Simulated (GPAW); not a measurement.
Ba2NF (R-3m), F K edge of atom 3, with 6 Ba at 2.95 Å (octahedral, site symmetry -3m). Method: GPAW, LDA, full core hole (charged cell), 12-atom cell with 7.0 Å between holes, 3×3×3 k points, dipole transitions, Gaussian full width 0.9 eV up to 4 eV, rising linearly to 3.5 eV at 25 eV.

```
Ba F N
1.0
     2.01082    1.16095    6.67510
    -2.01082    1.16095    6.67510
     0.00000   -2.32190    6.67510
Ba F N
2 1 1
Direct
  0.24236 0.24236 0.24236
  0.75764 0.75764 0.75764
  0.00000 0.00000 0.00000
  0.50000 0.50000 0.50000
```

Energy from the lowest empty level; a common scale on which the isotropic spectrum has a mean of 1 over the first 20 eV.

| E (eV) | curve 1 | curve 2 |
| --- | --- | --- |
| -2.0 | 0.00 | 0.00 |
| -1.5 | 0.00 | 0.00 |
| -1.0 | 0.00 | 0.00 |
| -0.5 | 0.01 | 0.02 |
| 0.0 | 0.10 | 0.13 |
| 0.5 | 0.35 | 0.63 |
| 1.0 | 0.69 | 1.53 |
| 1.5 | 1.16 | 2.06 |
| 2.0 | 1.67 | 1.97 |
| 2.5 | 2.32 | 1.14 |
| 3.0 | 1.93 | 0.56 |
| 3.5 | 1.23 | 0.79 |
| 4.0 | 1.00 | 1.18 |
| 4.5 | 1.27 | 1.18 |
| 5.0 | 1.59 | 1.18 |
| 5.5 | 1.37 | 1.14 |
| 6.0 | 1.16 | 1.09 |
| 6.5 | 1.01 | 1.24 |
| 7.0 | 0.68 | 1.19 |
| 7.5 | 0.45 | 0.84 |
| 8.0 | 0.42 | 0.59 |
| 8.5 | 0.46 | 0.48 |
| 9.0 | 0.44 | 0.40 |
| 9.5 | 0.36 | 0.32 |
| 10.0 | 0.29 | 0.29 |
| 10.5 | 0.29 | 0.33 |
| 11.0 | 0.35 | 0.40 |
| 11.5 | 0.47 | 0.50 |
| 12.0 | 0.65 | 0.63 |
| 12.5 | 0.90 | 0.85 |
| 13.0 | 1.23 | 1.19 |
| 13.5 | 1.64 | 1.61 |
| 14.0 | 1.98 | 1.96 |
| 14.5 | 2.12 | 2.07 |
| 15.0 | 2.01 | 1.94 |
| 15.5 | 1.73 | 1.70 |
| 16.0 | 1.41 | 1.43 |
| 16.5 | 1.11 | 1.17 |
| 17.0 | 0.86 | 0.93 |
| 17.5 | 0.68 | 0.75 |
| 18.0 | 0.57 | 0.64 |
| 18.5 | 0.51 | 0.59 |
| 19.0 | 0.49 | 0.57 |
| 19.5 | 0.48 | 0.55 |
| 20.0 | 0.47 | 0.53 |
| 20.5 | 0.46 | 0.51 |
| 21.0 | 0.46 | 0.50 |
| 21.5 | 0.49 | 0.50 |
| 22.0 | 0.56 | 0.53 |
| 22.5 | 0.66 | 0.59 |
| 23.0 | 0.78 | 0.67 |
| 23.5 | 0.92 | 0.78 |
| 24.0 | 1.05 | 0.89 |
| 24.5 | 1.16 | 0.99 |
| 25.0 | 1.23 | 1.07 |
| 25.5 | 1.27 | 1.13 |
| 26.0 | 1.27 | 1.18 |
| 26.5 | 1.25 | 1.22 |
| 27.0 | 1.23 | 1.25 |
| 27.5 | 1.21 | 1.28 |
| 28.0 | 1.19 | 1.30 |
| 28.5 | 1.17 | 1.31 |
| 29.0 | 1.14 | 1.31 |
| 29.5 | 1.11 | 1.30 |
| 30.0 | 1.08 | 1.26 |
| 30.5 | 1.04 | 1.21 |

Q: The curves are for the electric vector along different Cartesian axes of the cell as given, averaged over the symmetry-equivalent atoms. Which is which?

Curve 1: along z (c), main maxima 2.6 eV (2.34), 5.0 eV (1.59) and 14.5 eV (2.12). Curve 2: along x (⊥ c) (the other in-plane axis gives the same curve within 3 %), main maxima 1.7 eV (2.12), 6.7 eV (1.27) and 14.5 eV (2.07). A K edge sees empty p states on the absorber. Each direction probes the empty orbitals that point along it. The mesh is coarse (0.36 Å⁻¹ between points), so small maxima may be mesh ripples. The structure is a computed Materials Project entry and may be a hypothetical form.

[Banner, clock and machine lines of the logs are left out without a mark of their own.]

[Logs are printed without paths, hosts, clocks, repeated set-up lines and the standing remarks that a program may print on its own settings, such as how far it seeks lower states.]

[Hosts, paths, dates, database ids (printed as entryN), source tags and the programs' standing remarks are cut or masked in the printed files.]

[Lists of maxima count a maximum above −3 eV only where it reaches 4 % of the highest in the window and stands out from its surroundings by 2 % of it (1.5 % where it reaches 55 %); shoulders and weaker maxima are passed over, and of the rest the first, up to two pre-edge ones and the few strongest are named.]
